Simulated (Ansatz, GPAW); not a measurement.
## Cutoff, mesh and smearing for a 6-layer slab of Pb(111)

Aim: the settings at which the work function of a 6-layer slab of Pb(111) stops moving.

Method: Ansatz plane waves; slab in vacuum with a dipole correction, relaxation, in the first sound run; inputs show where later runs differ, in GPAW 26.7.0 and Ansatz 0.2.0.

## Step 1: Starting point

The cell holds 6 atoms: 6 Pb. Its edges and angles: a = 3.500 Å, b = 3.500 Å, c = 28.289 Å, α = 90.0°, β = 90.0°, γ = 60.0°. Vacuum lies along c.

## Step 2: Relaxation

Forces are removed first; all later runs use this geometry. The lowest 3 atoms are held at bulk positions and keep their forces.

Input file input.yaml:

```yaml
crystal:
  lattice:
    - [3.5001785669, 0.0, 0.0]
    - [1.7500892834, 3.0312435567, 0.0]
    - [0.0, 0.0, 28.2894191624]
  atoms:
    - { symbol: Pb, position: [0.3333333333, 0.3333333333, 0.2474423374] }
    - { symbol: Pb, position: [0.6666666667, 0.6666666667, 0.3484654024] }
    - { symbol: Pb, position: [0.0, 0.0, 0.4494884675] }
    - { symbol: Pb, position: [0.3333333333, 0.3333333333, 0.5505115325] }
    - { symbol: Pb, position: [0.6666666667, 0.6666666667, 0.6515345976] }
    - { symbol: Pb, position: [0.0, 0.0, 0.7525576626] }
kpoints:
  mp_grid: { grid: [10, 10, 1] }
hamiltonian:
  xc: pbe
scf:
  occupations: { method: fermi_dirac, width: 0.1 }
efield:
  axis: 3
  dipole_correction: true
  ramp_width: 0.05
relax:
  f_tol: 0.02
  max_steps: 60
  constraints: [{ sites: [0, 1, 2] }]
output:
  write_potential: true
  write_density: true
  volumetric_format: npy
```

Started as:

```
ansatz run input.yaml --threads 4 --pin off --max-ram 8192MiB --backend cpu --events-out ev --progress --plain --runs-dir out
```

Numbers of over 12 decimals in the logs are rounded to 6 here.

The program printed:

```text
Engine: ansatz 0.2.0, aarch64-unknown-linux-gnu
Pseudopotentials: kind: paw
Pseudopotential: Pb, paw, valence charge 14, recommended cutoff 420 eV (normal), Pb.paw.azcp
Functional definition: PBE
  parameter kappa = 0.804
  parameter beta = 0.066725
  exchange = pbe_x(kappa = kappa, mu = beta*pi^2/3)
  correlation = pbe_c(beta = beta)
Crystal: 6 atoms, lattice volume = 300.148 Å³
Basis set: ecut = 420 eV, 5885 PW (Γ), exchange–correlation on 48×48×384 points (8 copies of the dense FFT grid, shifted against one another)
Bands: 51, of which v1, the nominal top of the filled ones, is band 42 counted from 1 (41 counted from 0)
Symmetry: 6 space group operations
k-points: 14 of 100 (time reversal used)
Non-local potential: Pb, projectors of the file, l = 0: 2, l = 1: 2, l = 2: 2, l = 3: 2
PAW form: soft (Blöchl's): semilocal exchange-correlation on the pseudo side does not see the compensation charge
PAW one-centre angular grid: Pb, 590 points (default); XC on 64 Gauss nodes
Initial density: superposition of atomic densities (neutral atoms: chi_scale 0, normalization atom), corrected by the library's trained network
Initial wavefunctions: pseudopotential atomic-orbital guess
Functional: x = pbe(κ = 0.804, μ = 0.219515), c = pbe(β = 0.066725)
SCF iter   1: F=—  HF=-71438.118846 eV  |F-HF|=—  |Δ(HF+E_count)|=         —  Δρ=1.17e-3  dr2=1.18e-1  ethr=1.77e-3  p=0.000 e·Å  D=2.89e-14 V/Å  ΔV_dip=-0.00 eV  dr2_dipole=6.55e-7  V_vac-E_F(+/−)=3.72/3.72 eV  ⟨swp⟩=8.9  Hψ=2994  notcnv=0
efield: sawtooth ramp at fractional position 0.9750 (placed from the atoms, in the widest stretch of the axis that holds none; the zero of the levels goes with the place), width 0.0500; the density the first Hamiltonian is built on has a dipole p = 0.000 e·Å; the dipole correction subtracts the counter field D = 2.89e-14 V/Å, which shifts the + side's vacuum level by -0.00 eV against the − side's; the planar-averaged density in the ramp window peaks in size at 3.9e-5 e/Å³
preconditioner: auto → LDOS  [metal: Δε(μ)=0.079 eV  Ē_g=15.952 eV  σ=0.100 eV  W_gap=0.19  n_scr=60 (ndim 8)  ℏωp=19.6 eV  f_vac=0.361  D(μ)=3.47/eV (n_scr^D=12)  β→1.0]
SCF iter   2: F=—  HF=-71438.116380 eV  |F-HF|=—  |Δ(HF+E_count)|=   2.47e-3  Δρ=6.03e-4  dr2=2.65e-3  ethr=1.41e-4  p=0.000 e·Å  D=7.18e-6 V/Å  ΔV_dip=-0.00 eV  dr2_dipole=7.21e-7  V_vac-E_F(+/−)=3.74/3.74 eV  ⟨swp⟩=1.8  Hψ=909  notcnv=0  defer=10
SCF iter   3: F=—  HF=-71438.116317 eV  |F-HF|=—  |Δ(HF+E_count)|=   6.34e-5  Δρ=3.65e-4  dr2=1.15e-3  ethr=3.16e-6  p=0.000 e·Å  D=1.03e-6 V/Å  ΔV_dip=-0.00 eV  dr2_dipole=1.82e-9  V_vac-E_F(+/−)=3.76/3.76 eV  ⟨swp⟩=2.0  Hψ=1304  notcnv=0  defer=10
SCF iter   4: F=—  HF=-71438.116149 eV  |F-HF|=—  |Δ(HF+E_count)|=   1.68e-4  Δρ=7.76e-5  dr2=7.69e-5  ethr=1.36e-6  p=-0.000 e·Å  D=-3.31e-7 V/Å  ΔV_dip=0.00 eV  dr2_dipole=7.12e-10  V_vac-E_F(+/−)=3.76/3.76 eV  ⟨swp⟩=2.9  Hψ=1393  notcnv=0  defer=10
iter 5 did not close the SCF: its close was put off for the readings that it lacked (scf_convergence_deferred on its scf_iter line)
SCF iter   5: F=-71438.116143 eV  HF=-71438.116145 eV  |F-HF|=2.45e-6  |Δ(HF+E_count)|=   4.04e-6  Δρ=2.32e-5  dr2=3.49e-6  ethr=9.16e-8  p=-0.000 e·Å  D=-3.55e-7 V/Å  ΔV_dip=0.00 eV  dr2_dipole=3.41e-11  V_vac-E_F(+/−)=3.76/3.76 eV  ⟨swp⟩=2.4  Hψ=1232  notcnv=0  defer=10
SCF iter   6: F=-71438.116145 eV  HF=-71438.116145 eV  |F-HF|=1.28e-7  |Δ(HF+E_count)|=   3.13e-7  Δρ=5.70e-6  dr2=1.97e-7  ethr=4.16e-9  p=-0.000 e·Å  D=-1.62e-7 V/Å  ΔV_dip=0.00 eV  dr2_dipole=9.04e-12  V_vac-E_F(+/−)=3.76/3.76 eV  ⟨swp⟩=9.5  Hψ=6113  notcnv=0
SCF 1 converged in 6 iterations: F = -71438.116145 eV  dr2 = 1.97e-7
  greatest PAW one-centre occupation: 0.978 electrons in one spin orbital (limit 2), on the Pb atom at site 0 (counted from 0), in its partial waves of l = 2
relax step   1: F+E_penalty+E_count = -71438.11614496 eV  Δ(F+E_penalty+E_count) = +0.000e0 eV  max|allowed force component| = 2.342e-1 eV/Å  Δτ_max = 0.0000 Å  (6 SCF iters, dr2 threshold 1.00e-5 eV, accepted)
Initial density: handed on by an earlier stage of this run
Initial wavefunctions: those handed on with the density
iter 1 solved again at ethr=5.45e-5 eV; its pass at ethr=3.10e-3 eV (dr2=4.58e-2 eV) is discarded
SCF iter   1: F=—  HF=-71438.138047 eV  |F-HF|=—  |Δ(HF+E_count)|=         —  Δρ=1.52e-3  dr2=4.70e-2  ethr=5.45e-5  p=-0.000 e·Å  D=-2.90e-7 V/Å  ΔV_dip=0.00 eV  dr2_dipole=2.13e-2  V_vac-E_F(+/−)=3.77/3.77 eV  ⟨swp⟩=1.1  Hψ=2785  notcnv=0  defer=6
efield: sawtooth ramp at fractional position 0.9750 (handed on by an earlier solve), width 0.0500; the density the first Hamiltonian is built on has a dipole p = -0.000 e·Å; the dipole correction subtracts the counter field D = -2.90e-7 V/Å, which shifts the + side's vacuum level by +0.00 eV against the − side's; the planar-averaged density in the ramp window peaks in size at 7.6e-6 e/Å³
preconditioner: auto → LDOS  [metal: Δε(μ)=0.004 eV  Ē_g=15.920 eV  σ=0.100 eV  W_gap=0.01  n_scr=60 (ndim 8)  ℏωp=19.6 eV  f_vac=0.356  D(μ)=3.52/eV (n_scr^D=12)  β→1.0]
SCF iter   2: F=—  HF=-71438.135787 eV  |F-HF|=—  |Δ(HF+E_count)|=   2.26e-3  Δρ=5.64e-4  dr2=4.37e-3  ethr=5.45e-5  p=-0.002 e·Å  D=-1.27e-3 V/Å  ΔV_dip=0.04 eV  dr2_dipole=1.23e-3  V_vac-E_F(+/−)=3.79/3.75 eV  ⟨swp⟩=1.1  Hψ=703  notcnv=0  defer=6
SCF iter   3: F=—  HF=-71438.135871 eV  |F-HF|=—  |Δ(HF+E_count)|=   8.41e-5  Δρ=4.75e-4  dr2=1.25e-3  ethr=5.20e-6  p=-0.001 e·Å  D=-6.39e-4 V/Å  ΔV_dip=0.02 eV  dr2_dipole=1.13e-4  V_vac-E_F(+/−)=3.77/3.75 eV  ⟨swp⟩=2.1  Hψ=1302  notcnv=0  defer=6
SCF iter   4: F=—  HF=-71438.135703 eV  |F-HF|=—  |Δ(HF+E_count)|=   1.68e-4  Δρ=7.50e-5  dr2=2.88e-5  ethr=1.48e-6  p=-0.001 e·Å  D=-6.41e-4 V/Å  ΔV_dip=0.02 eV  dr2_dipole=5.72e-6  V_vac-E_F(+/−)=3.77/3.75 eV  ⟨swp⟩=2.1  Hψ=1220  notcnv=0  defer=9
SCF iter   5: F=-71438.135699 eV  HF=-71438.135701 eV  |F-HF|=1.72e-6  |Δ(HF+E_count)|=   2.16e-6  Δρ=2.34e-5  dr2=2.23e-6  ethr=4.08e-9  p=-0.001 e·Å  D=-5.54e-4 V/Å  ΔV_dip=0.02 eV  dr2_dipole=4.18e-7  V_vac-E_F(+/−)=3.77/3.75 eV  ⟨swp⟩=12.1  Hψ=7150  notcnv=0
SCF 2 converged in 5 iterations: F = -71438.135699 eV  dr2 = 2.23e-6
relax step   2: F+E_penalty+E_count = -71438.13569911 eV  Δ(F+E_penalty+E_count) = -1.955e-2 eV  max|allowed force component| = 6.096e-2 eV/Å  Δτ_max = 0.1904 Å  (5 SCF iters, dr2 threshold 3.43e-6 eV, accepted)
SCF iter   1: F=—  HF=-71438.136714 eV  |F-HF|=—  |Δ(HF+E_count)|=         —  Δρ=3.12e-4  dr2=2.45e-3  ethr=1.72e-5  p=-0.001 e·Å  D=-5.54e-4 V/Å  ΔV_dip=0.02 eV  dr2_dipole=9.25e-4  V_vac-E_F(+/−)=3.77/3.76 eV  ⟨swp⟩=4.0  Hψ=1662  notcnv=0  defer=17
efield: sawtooth ramp at fractional position 0.9750 (handed on by an earlier solve), width 0.0500; the density the first Hamiltonian is built on has a dipole p = -0.001 e·Å; the dipole correction subtracts the counter field D = -5.54e-4 V/Å, which shifts the + side's vacuum level by +0.02 eV against the − side's; the planar-averaged density in the ramp window peaks in size at 7.3e-6 e/Å³
preconditioner: auto → LDOS  [metal: Δε(μ)=0.004 eV  Ē_g=15.923 eV  σ=0.100 eV  W_gap=0.01  n_scr=60 (ndim 8)  ℏωp=19.6 eV  f_vac=0.355  D(μ)=3.50/eV (n_scr^D=12)  β→1.0]
SCF iter   2: F=—  HF=-71438.136589 eV  |F-HF|=—  |Δ(HF+E_count)|=   1.25e-4  Δρ=1.00e-4  dr2=2.85e-4  ethr=2.92e-6  p=-0.001 e·Å  D=-8.18e-4 V/Å  ΔV_dip=0.02 eV  dr2_dipole=1.99e-4  V_vac-E_F(+/−)=3.78/3.76 eV  ⟨swp⟩=1.0  Hψ=826  notcnv=0  defer=17
SCF iter   3: F=—  HF=-71438.136597 eV  |F-HF|=—  |Δ(HF+E_count)|=   7.51e-6  Δρ=9.68e-5  dr2=7.35e-5  ethr=3.39e-7  p=-0.001 e·Å  D=-7.95e-4 V/Å  ΔV_dip=0.02 eV  dr2_dipole=2.42e-5  V_vac-E_F(+/−)=3.78/3.75 eV  ⟨swp⟩=2.4  Hψ=1189  notcnv=0  defer=17
SCF iter   4: F=—  HF=-71438.136703 eV  |F-HF|=—  |Δ(HF+E_count)|=   1.06e-4  Δρ=1.75e-5  dr2=4.94e-6  ethr=8.75e-8  p=-0.001 e·Å  D=-7.75e-4 V/Å  ΔV_dip=0.02 eV  dr2_dipole=3.84e-6  V_vac-E_F(+/−)=3.78/3.75 eV  ⟨swp⟩=2.5  Hψ=1235  notcnv=0  defer=17
SCF iter   5: F=—  HF=-71438.136702 eV  |F-HF|=—  |Δ(HF+E_count)|=   2.56e-7  Δρ=5.16e-6  dr2=2.04e-7  ethr=5.88e-9  p=-0.001 e·Å  D=-7.57e-4 V/Å  ΔV_dip=0.02 eV  dr2_dipole=8.55e-8  V_vac-E_F(+/−)=3.78/3.75 eV  ⟨swp⟩=1.9  Hψ=881  notcnv=0  defer=17
SCF iter   6: F=-71438.136702 eV  HF=-71438.136702 eV  |F-HF|=2.18e-8  |Δ(HF+E_count)|=   1.02e-8  Δρ=1.71e-6  dr2=1.88e-8  ethr=1.19e-10  p=-0.001 e·Å  D=-7.52e-4 V/Å  ΔV_dip=0.02 eV  dr2_dipole=9.01e-9  V_vac-E_F(+/−)=3.78/3.75 eV  ⟨swp⟩=10.1  Hψ=5216  notcnv=0
SCF 3 converged in 6 iterations: F = -71438.136702 eV  dr2 = 1.88e-8
relax step   3: F+E_penalty+E_count = -71438.13670239 eV  Δ(F+E_penalty+E_count) = -1.003e-3 eV  max|allowed force component| = 5.917e-3 eV/Å  Δτ_max = 0.0399 Å  (6 SCF iters, accepted)
NSCF: frozen V_eff on 14 k-points
the band table was solved once a step of the walk had ended and its energy, with any forces and stress, was formed, with the checks that follow a solve (3743 applications of the Hamiltonian). They found nothing against the state; the energy, forces and stress were not computed again (output.eigenvalues in the input reference)
WARN: The output density's exchange-correlation potential varies sharply where the density is thin. Do not read a vacuum level from v_tot or v_xc, or from such a field of the output density. On a cell that repeats whose density bears no net charge and no dipole along the vacuum's axis use v_es (v_loc + v_h of the components); under efield.dipole_correction with no amplitude use v_es + v_field, which holds any externa [...]
SCF converged after 6 iterations
Free energy (F): -71438.136702 eV
Harris-Foulkes:  -71438.136702 eV  (|F-HF|=2.18e-8)
Internal energy: -71438.023190 eV  (E = F + TS)
E sigma→0 (E₀):  -71438.079946 eV
Entropy (-TS):   -0.113512 eV (-18.919 meV/atom)
Fermi energy:    5.175834 eV
Dipole field:    D = -0.000647 V/Å  (p = -0.001074 e·Å, saw-weighted, corrected)
Work function:   Φ+ = 3.7744 eV   Φ− = 3.7562 eV
Levels:          The Fermi level and band energies are counted from a zero that moves with the ramp; work functions are not
--- Per-component energies (eV) ---
  E_band       = -704.095213
  E_kinetic    = 1731.759716
  E_local      = -49451.549234  (includes V_loc(G=0)·N_el)
  E_nonlocal   = 2097.151274
  E_hartree    = 23859.951478
  E_xc         = -1323.542566
  E_vxc        = -793.368465  (∫ρ·V_xc dr)
  E_paw        = -62433.065292  (= ΣΔE_a)
  E_vpaw       = -2007.988375  (= ΣTr[D̂ρ^β])
  E_aug_tail   = 0.000289  (compensation charges beyond the density's cutoff)
  E_efield     = 0.000000  (sawtooth field / dipole correction)
  E_vefield    = 0.004424  (∫n·V_field dr)
  E_ewald      = 14081.271144
  E_smearing   = -0.113512  (= −TS)
  E_closure    = -0.000000  (closes the sum)
  Σ components = -71438.136702   (vs F -71438.136702, Δ=0.00e0)
--- Forces (eV/Å), atoms counted from 1 ---
  atom   1  Pb     0.00000000     0.00000000     0.06876383
  atom   2  Pb     0.00000000    -0.00000000    -0.21200854
  atom   3  Pb    -0.00000000     0.00000000     0.14179284
  atom   4  Pb    -0.00000000    -0.00000000    -0.00569707
  atom   5  Pb    -0.00000000     0.00000000     0.00591746
  atom   6  Pb     0.00000000    -0.00000000     0.00123916
  max |Σ_I F_I| component: 7.69e-6 eV/Å
--- Band table (eV; the first three rows and the last of 14) ---
  k-point 0: bands = [... 38 lower, 4.1555, 5.9837, 7.6639, 8.7405, 8.9056, 10.5722, 10.6613, 10.9330, ... 5 higher]
  k-point 1: bands = [... 38 lower, 4.2997, 6.0898, 7.7514, 8.8441, 8.9933, 9.1805, 9.4387, 9.8732, ... 5 higher]
  k-point 2: bands = [... 38 lower, 4.6385, 5.9912, 6.5754, 6.9446, 7.1192, 7.7901, 8.2114, 8.5833, ... 5 higher]
  k-point 13: bands = [... 38 lower, 3.0048, 3.0876, 3.4540, 3.5339, 3.9085, 3.9669, 4.6638, 4.8166, ... 5 higher]
--- Relaxed structure (3 steps of the walk, 3 accepted, 0 SCFs on fresh bases) ---
  F+E_penalty+E_count = -71438.13670239 eV   max|allowed force component| = 5.917e-3 eV/Å
  atoms:
    - { symbol: Pb, position: [0.333333, 0.333333, 0.2474423374] }
    - { symbol: Pb, position: [0.666667, 0.666667, 0.3484654024] }
    - { symbol: Pb, position: [0.0, 0.0, 0.4494884675] }
    - { symbol: Pb, position: [0.333333, 0.333333, 0.553954] }
    - { symbol: Pb, position: [0.666667, 0.666667, 0.659676] }
    - { symbol: Pb, position: [-2.9363109972602275e-18, 0, 0.758226] }
```

Elapsed: 12 s, on 4 threads of Arm Neoverse V2, shared host; peak memory 0.69 GiB; 43 s of CPU time.

Relaxation path:

```
step  energy less that of the first step (eV)  largest force component (eV/Å)
   1                                   0.0000                          0.2342
   2                                  -0.0196                          0.0610
   3                                  -0.0206                          0.0059
```

Forces are held to the 6 operations that the run works with; a distortion that breaks them can't arise in this run.

The atoms that moved most (Å):

```
atom     dx     dy     dz  length
 Pb5  0.000  0.000  0.230   0.230
 Pb6  0.000  0.000  0.160   0.160
 Pb4  0.000  0.000  0.097   0.097
```

The relaxed structure:

```xyz
6
Lattice="3.5002 0.0000 0.0000 1.7501 3.0312 0.0000 0.0000 0.0000 28.2894" Properties=species:S:1:pos:R:3
Pb    1.7501    1.0104    7.0000
Pb    3.5002    2.0208    9.8579
Pb    0.0000    0.0000   12.7158
Pb    1.7501    1.0104   15.6710
Pb    3.5002    2.0208   18.6618
Pb    0.0000    0.0000   21.4498
```

Numbers from this step:

| Item | Value |
| --- | --- |
| free energy | -71438.1367 eV |
| smearing term TS | 0.1135 eV |
| symmetry operations | 6 |
| upper work function | 3.774 eV |
| lower work function | 3.756 eV |
| dipole along the normal | -0.001074 e·Å |
| dipole field | -6.47e-4 V/Å |
| vacuum level above | 8.950 eV |
| vacuum level below | 8.932 eV |

The electrostatic potential energy of an electron (with the applied field's), less the Fermi level, planar mean oscillates, so the rows of the table below give means over windows of 2.87 Å about each position, cut where the curve ends. Its maxima inside the range that stand out by 2 % of the span (Å: eV): 8.4: 1.20, 11.3: 1.09, 14.1: 1.46, 17.2: 1.53, 20.0: 0.956. Its minima: 7.1: -11.8, 9.9: -11.8, 12.7: -11.9, 15.6: -11.9, 18.7: -11.8, 21.5: -11.8.

Table of electrostatic potential energy of an electron (with the applied field's), less the Fermi level, planar mean by z; means over each step:

z (Å), electrostatic potential energy of an electron (with the applied field's), less the Fermi level, planar mean (eV) and a bar from the least value:
```
     1.44        3.8 ##############################
     4.30        3.4 #############################
     7.17       -5.4 
    10.04       -5.5 
    12.91       -5.5 
    15.78       -5.4 
    18.65       -5.4 
    21.52       -5.3 
    24.39        3.6 #############################
    27.26        3.8 ##############################
```

The valence density, planar mean oscillates, so the rows of the table below give means over windows of 2.8 Å about each position, cut where the curve ends. Its maxima inside the range that stand out by 2 % of the span (Å: e/Å³): 7.1: 1.07, 9.9: 1.08, 12.7: 1.08, 15.6: 1.07, 18.7: 1.08, 21.5: 1.07. Its minima: 8.4: 0.107, 11.3: 0.105, 14.1: 0.0951, 17.1: 0.0903, 20.0: 0.116.

Table of valence density, planar mean by z; means over each step:

| z (Å) | valence density, planar mean (e/Å³) |
| --- | --- |
| 1.40 | 1.1e-5 |
| 4.20 | 0.00769 |
| 7.00 | 0.462 |
| 9.80 | 0.469 |
| 12.60 | 0.468 |
| 15.40 | 0.465 |
| 18.20 | 0.462 |
| 21.00 | 0.470 |
| 23.80 | 0.0239 |
| 26.60 | 3.0e-5 |

The relaxation lowered the energy of the cell by 0.0206 eV.

(Continued in part 2 of 3.)

[Logs are printed without paths, hosts, clocks, repeated set-up lines and the standing remarks that a program may print on its own settings, such as how far it seeks lower states.]

[Hosts, paths, dates, database ids (printed as entryN), source tags and the programs' standing remarks are cut or masked in the printed files.]
